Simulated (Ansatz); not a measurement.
# linear Na chain under tension and compression

Does stretching change the magnetism or the channel count of the linear Na chain?

Calculated with Ansatz 0.2.0; DFT PBE, plane waves, PAW; relaxation of a chain's period, in the first sound run; inputs show where later runs differ.

Most raw output is cut from this account.

### Step 1. Set-up

The cell holds 1 atom: 1 Na. Cell: a = 12.000 Å, b = 12.000 Å, c = 3.088 Å, α = 90.0°, β = 90.0°, γ = 90.0°. Vacuum lies along a and b. The structure's axis is c.

### Step 2. The relaxed wire

Band widths follow the bond lengths, so the chain is relaxed first. The atoms and the third cell vector are free; the box across stays fixed as vacuum. Moments are seeded so that a magnetic state can form if it lies lower. A Fermi-Dirac smearing is set since the result may be a metal. The pressure printed is a third of the stress's trace over the whole box, vacuum included; only the stress along the axis is relaxed.

input.yaml

```yaml
crystal:
  lattice:
    - [12.0, 0.0, 0.0]
    - [0.0, 12.0, 0.0]
    - [0.0, 0.0, 3.0876]
  atoms:
    - { symbol: Na, position: [0.5, 0.5, 0.0], spin: 0.5 }
magnetization:
  spin_polarized: true
kpoints:
  mp_grid: { grid: [1, 1, 26] }
scf:
  occupations: { method: fermi_dirac, width: 0.05 }
hamiltonian:
  xc: pbe
relax:
  cell: { fix: [a, b, alpha, beta, gamma] }
  max_steps: 60
```

The run is started by

```sh
$ ansatz run input.yaml --threads 4 --pin off --max-ram 16384MiB --backend cpu --events-out ev --progress --plain --runs-dir out
```

It took 9.3 s on 4 threads of Intel Xeon Platinum 8488C (Sapphire Rapids), shared host; peak memory 0.7 GiB.

Step by step:

```tsv
step	energy less that of the first step (eV)	largest force component (eV/Å)	pressure (GPa)	volume (Å³)
1	0.0000	0.0000	0.06	444.61
2	-0.0031	0.0000	0.06	447.27
3	-0.0184	0.0000	0.01	468.94
4	-0.0199	0.0000	0.00	477.48
5*	-0.0200	0.0000	0.00	477.48
```

Relaxation steps marked * repeat the geometry before them on a plane-wave basis chosen anew for their cell, so energy and pressure can jump there.

```tsv
cell as run	before	after	change
c (Å)	3.088	3.316	+7.4 %
```

Final coordinates:

```cif
data_structure
_symmetry_space_group_name_H-M 'P 1'
_symmetry_Int_Tables_number 1
_cell_length_a 12.0000
_cell_length_b 12.0000
_cell_length_c 3.3158
_cell_angle_alpha 90.000
_cell_angle_beta 90.000
_cell_angle_gamma 90.000
_cell_volume 477.48
loop_
_atom_site_label
_atom_site_type_symbol
_atom_site_fract_x
_atom_site_fract_y
_atom_site_fract_z
_atom_site_occupancy
Na1 Na 0.50000 0.50000 0.00000 1
```

Numbers from this step:

```yaml
energy_at_zero_smearing: -1485.8208 eV
cell_length_along_the_wire: 3.316 Å
```

The cell's length comes to 3.316 Å with no moment.

### Step 3. The chain at a fixed length, period over the relaxed period 0.88, k-mesh 1×1×28

This step: DFT PBE, plane waves, PAW; channels and complex bands of a perfect chain (Ansatz 0.2.0).

The period is set to 0.88 times the relaxed one: shorter bonds widen the bands.

The cell differs from the one that the last finished run ended in (c 3.316 → 2.918 Å).

input.yaml, the sections that differ from step 2:

```yaml
crystal:
  lattice:
    - [12.0, 0.0, 0.0]
    - [0.0, 12.0, 0.0]
    - [0.0, 0.0, 2.9179200652]
  atoms:
    - { symbol: Na, position: [0.5, 0.5, 0.0], spin: 0.5 }
kpoints:
  mp_grid: { grid: [1, 1, 28] }
output:
  transmission:
    e_range: [-2, 2]
    de: 0.035
    kmesh: [1, 1]
    reduced_basis: true
    leads: [[0, 0]]
  stress: true
# magnetization, scf, hamiltonian: as in step 2
# relax: removed
```

Run time: 45 s. Hardware: 4 threads; peak memory 0.97 GiB; 2.5 min of CPU time.

This step gave:

```yaml
energy_at_zero_smearing: -1485.7539 eV
channels_at_the_energy_nearest_the_fermi_level_spin_up: 1
channels_at_the_energy_nearest_the_fermi_level_spin_down: 1
conductance_of_the_lead_as_this_run_defines_it: 1.0000 G₀
band_gap: 0 eV
```

Open channels of the lead against energy, zero at the Fermi level:

```tsv
energy (eV)	spin up	spin down
-1.195	0	0
-1.090	1	1
-0.985	1	1
-0.915	1	1
-0.810	1	1
-0.705	1	1
-0.600	1	1
-0.495	1	1
-0.390	1	1
-0.285	1	1
-0.215	1	1
-0.110	1	1
-0.005	1	1
0.100	1	1
0.205	1	1
0.310	1	1
0.415	1	1
0.485	1	1
0.590	1	1
0.695	1	1
0.800	1	1
0.905	1	1
1.010	1	1
1.115	1	1
1.185	1	1
1.290	1	1
1.395	3	3
1.500	3	3
1.605	3	3
1.710	3	3
1.815	3	3
1.885	3	3
```

At the computed energy nearest the Fermi level there are 1 spin-up and 1 spin-down channels, and the thermal average gives 1.000 G₀.

### Step 4. At a set period, period over the relaxed period 0.92, k-mesh 1×1×27

The period is set to 0.92 times the relaxed one: shorter bonds widen the bands.

The cell differs from the one that the last finished run ended in (c 2.918 → 3.051 Å).

input.yaml: that of step 3 with these lines changed.

```diff
@@ -4,3 +4,3 @@
     - [0.0, 12.0, 0.0]
-    - [0.0, 0.0, 2.9179200652]
+    - [0.0, 0.0, 3.0505527955]
   atoms:
@@ -10,3 +10,3 @@
 kpoints:
-  mp_grid: { grid: [1, 1, 28] }
+  mp_grid: { grid: [1, 1, 27] }
 scf:
```

Elapsed: 51 s, on 4 threads; peak memory 0.98 GiB.

At the computed energy nearest the Fermi level there are 1 spin-up and 1 spin-down channels, and the thermal average gives 1.000 G₀.

### Step 5. At a set period, period over the relaxed period 0.96, k-mesh 1×1×26

The period is set to 0.96 times the relaxed one: shorter bonds widen the bands.

The cell differs from the one that the last finished run ended in (c 3.051 → 3.183 Å).

input.yaml: that of step 4 with these lines changed.

```diff
@@ -4,3 +4,3 @@
     - [0.0, 12.0, 0.0]
-    - [0.0, 0.0, 3.0505527955]
+    - [0.0, 0.0, 3.1831855257]
   atoms:
@@ -10,3 +10,3 @@
 kpoints:
-  mp_grid: { grid: [1, 1, 27] }
+  mp_grid: { grid: [1, 1, 26] }
 scf:
```

Run time: 53 s. Hardware: 4 threads; peak memory 0.99 GiB.

At the computed energy nearest the Fermi level there are 1 spin-up and 1 spin-down channels, and the thermal average gives 1.000 G₀.

### Step 6. The chain at a fixed length, period over the relaxed period 1, k-mesh 1×1×25

The period is set to 1.0 times the relaxed one, as the point of reference.

input.yaml: that of step 5 with these lines changed.

```diff
@@ -4,3 +4,3 @@
     - [0.0, 12.0, 0.0]
-    - [0.0, 0.0, 3.1831855257]
+    - [0.0, 0.0, 3.3158182559]
   atoms:
@@ -10,3 +10,3 @@
 kpoints:
-  mp_grid: { grid: [1, 1, 26] }
+  mp_grid: { grid: [1, 1, 25] }
 scf:
```

The job ended after 59 s (4 threads; peak memory 1 GiB; 3.1 min of CPU time).

At the computed energy nearest the Fermi level there are 1 spin-up and 1 spin-down channels, and the thermal average gives 1.000 G₀.

### Step 7. The chain at a fixed length, period over the relaxed period 1.04, k-mesh 1×1×24

The period is set to 1.04 times the relaxed one: longer bonds narrow the bands.

The cell differs from the one that the last finished run ended in (c 3.316 → 3.448 Å).

input.yaml: that of step 6 with these lines changed.

```diff
@@ -4,3 +4,3 @@
     - [0.0, 12.0, 0.0]
-    - [0.0, 0.0, 3.3158182559]
+    - [0.0, 0.0, 3.4484509862]
   atoms:
@@ -10,3 +10,3 @@
 kpoints:
-  mp_grid: { grid: [1, 1, 25] }
+  mp_grid: { grid: [1, 1, 24] }
 scf:
```

Wall time 60 s (4 threads); peak memory 1 GiB.

At the computed energy nearest the Fermi level there are 1 spin-up and 1 spin-down channels, and the thermal average gives 1.000 G₀. The change of length costs 0.005 eV a cell and leaves no moment.

### Step 8. At a set period, period over the relaxed period 1.08, k-mesh 1×1×23

The period is set to 1.08 times the relaxed one: longer bonds narrow the bands.

The cell differs from the one that the last finished run ended in (c 3.448 → 3.581 Å).

input.yaml: that of step 7 with these lines changed.

```diff
@@ -4,3 +4,3 @@
     - [0.0, 12.0, 0.0]
-    - [0.0, 0.0, 3.4484509862]
+    - [0.0, 0.0, 3.5810837164]
   atoms:
@@ -10,3 +10,3 @@
 kpoints:
-  mp_grid: { grid: [1, 1, 24] }
+  mp_grid: { grid: [1, 1, 23] }
 scf:
```

Elapsed: 56 s, on 4 threads; peak memory 1 GiB.

At the computed energy nearest the Fermi level there are 1 spin-up and 1 spin-down channels, and the thermal average gives 1.000 G₀. The change of length costs 0.016 eV a cell and leaves no moment.

### Step 9. At a set period, period over the relaxed period 1.13, k-mesh 1×1×22

The period is set to 1.13 times the relaxed one: longer bonds narrow the bands.

The cell differs from the one that the last finished run ended in (c 3.581 → 3.747 Å).

input.yaml: that of step 8 with these lines changed.

```diff
@@ -4,3 +4,3 @@
     - [0.0, 12.0, 0.0]
-    - [0.0, 0.0, 3.5810837164]
+    - [0.0, 0.0, 3.7468746292]
   atoms:
@@ -10,3 +10,3 @@
 kpoints:
-  mp_grid: { grid: [1, 1, 23] }
+  mp_grid: { grid: [1, 1, 22] }
 scf:
```

Run time: 55 s. Hardware: 4 threads; peak memory 1 GiB; 2.9 min of CPU time.

The open channels of the lead by energy, zero at the Fermi level:

```tsv
energy (eV)	spin up	spin down
-2.00	0	0
-1.90	0	0
-1.79	0	0
-1.69	0	0
-1.58	0	0
-1.48	0	0
-1.37	0	0
-1.23	0	0
-1.12	0	0
-1.02	0	0
-0.92	0	0
-0.81	0	0
-0.70	0	0
-0.60	1	1
-0.49	1	1
-0.39	1	1
-0.28	1	1
-0.18	1	1
-0.07	1	1
-0.01	1	1
0.07	1	1
0.17	1	1
0.28	1	1
0.38	1	1
0.48	1	1
0.59	1	1
0.69	1	1
0.80	1	1
0.91	1	1
1.01	1	1
1.11	1	1
1.22	1	1
1.36	1	1
1.47	1	1
1.57	1	1
1.68	1	1
1.78	3	3
1.89	2	2
1.99	2	2
```

At the computed energy nearest the Fermi level there are 1 spin-up and 1 spin-down channels, and the thermal average gives 1.000 G₀. The change of length costs 0.038 eV a cell and leaves no moment.

### Step 10. The chain at a fixed length, period over the relaxed period 1.2, k-mesh 1×1×21

The period is set to 1.2 times the relaxed one: longer bonds narrow the bands.

The cell differs from the one that the last finished run ended in (c 3.747 → 3.979 Å).

input.yaml: that of step 9 with these lines changed.

```diff
@@ -4,3 +4,3 @@
     - [0.0, 12.0, 0.0]
-    - [0.0, 0.0, 3.7468746292]
+    - [0.0, 0.0, 3.9789819071]
   atoms:
@@ -10,3 +10,3 @@
 kpoints:
-  mp_grid: { grid: [1, 1, 22] }
+  mp_grid: { grid: [1, 1, 21] }
 scf:
```

It took 54 s on 4 threads; peak memory 1 GiB.

At the computed energy nearest the Fermi level there are 1 spin-up and 1 spin-down channels, and the thermal average gives 1.000 G₀. The change of length costs 0.083 eV a cell and leaves no moment.

### Step 11. The chain at a fixed length, period over the relaxed period 1.3, k-mesh 1×1×19

The period is set to 1.3 times the relaxed one: longer bonds narrow the bands.

The cell differs from the one that the last finished run ended in (c 3.979 → 4.311 Å).

input.yaml: that of step 10 with these lines changed.

```diff
@@ -4,3 +4,3 @@
     - [0.0, 12.0, 0.0]
-    - [0.0, 0.0, 3.9789819071]
+    - [0.0, 0.0, 4.3105637327]
   atoms:
@@ -10,3 +10,3 @@
 kpoints:
-  mp_grid: { grid: [1, 1, 21] }
+  mp_grid: { grid: [1, 1, 19] }
 scf:
```

It took 59 s on 4 threads; peak memory 1 GiB.

At the computed energy nearest the Fermi level there are 1 spin-up and 1 spin-down channels, and the thermal average gives 1.000 G₀. The change of length costs 0.158 eV a cell and leaves no moment.

### Step 12. The series together

Times are for 4 threads of Intel Xeon Platinum 8488C (Sapphire Rapids), shared host. The series side by side:

```tsv
no.	period over the relaxed period	conductance of the lead as this run defines it (G₀)	energy at zero smearing less the lowest (eV)	time	memory (GiB)
1	0.88	1.0000	0.06597	45 s	0.97
2	0.92	1.0000	0.02753	51 s	0.98
3	0.96	1.0000	0.005615	53 s	0.99
4	1	1.0000	0	59 s	1.0
5	1.04	1.0000	0.004575	60 s	1.0
6	1.08	1.0000	0.01590	56 s	1.0
7	1.13	1.0000	0.03828	55 s	1.0
8	1.2	1.0000	0.08296	54 s	1.0
9	1.3	1.0000	0.1578	59 s	1.0
```

### Step 13. The same system on other settings

This step: DFT PBE, plane waves, PAW; channels and complex bands of a perfect chain; changed: hamiltonian.xc = "PBE-sol", scf.max_iter = 50 (Ansatz 0.2.0).

The input of the run at the relaxed period is made doubtful on purpose.

input.yaml, the sections that differ from step 11:

```yaml
crystal:
  lattice:
    - [12.0, 0.0, 0.0]
    - [0.0, 12.0, 0.0]
    - [0.0, 0.0, 3.3158182559]
  atoms:
    - { symbol: Na, position: [0.5, 0.5, 0.0], spin: 0.5 }
kpoints:
  mp_grid: { grid: [1, 1, 25] }
scf:
  occupations: { method: fermi_dirac, width: 0.05 }
  max_iter: 50
hamiltonian:
  xc: PBE-sol
# magnetization, output: as in step 11
```

The job ended after 0.02 s (4 threads; peak memory 0.03 GiB).

The input was rejected at the start.

The program's message: “Error: YAML parse error: error: line 16 column 7: hamiltonian.xc: unknown variant `PBE-sol`, expected one of `lda`, `lda-pw`, `pw92`, `pbe`, `pbesol`, `rpbe`, `revpbe`, `blyp`, `pbe0`, `revpbe0`, `b3l …”

The change that led to it: hamiltonian.xc = "PBE-sol".

### Step 14. What came out

```json
{
  "relaxed cell length": "3.316 Å",
  "conductance at period × 0.88": "1.000 G₀",
  "conductance at period × 1.0": "1.000 G₀",
  "conductance at period × 1.13": "1.000 G₀",
  "conductance at period × 1.3": "1.000 G₀",
  "absolute moment at period × 0.88": "0 μB",
  "absolute moment at period × 1.0": "0 μB",
  "absolute moment at period × 1.3": "0 μB"
}
```

**Reading.** No moment survives at any length. Transport is coherent and elastic here: the atoms are frozen, so scattering by vibrations plays no part. The lead's cell of one atom keeps the chain straight and evenly spaced; a zigzag or dimerised form may lie lower.

[Logs are printed without paths, hosts, clocks, repeated set-up lines and the standing remarks that a program may print on its own settings, such as how far it seeks lower states.]

[Hosts, paths, dates, database ids (printed as entryN), source tags and the programs' standing remarks are cut or masked in the printed files.]
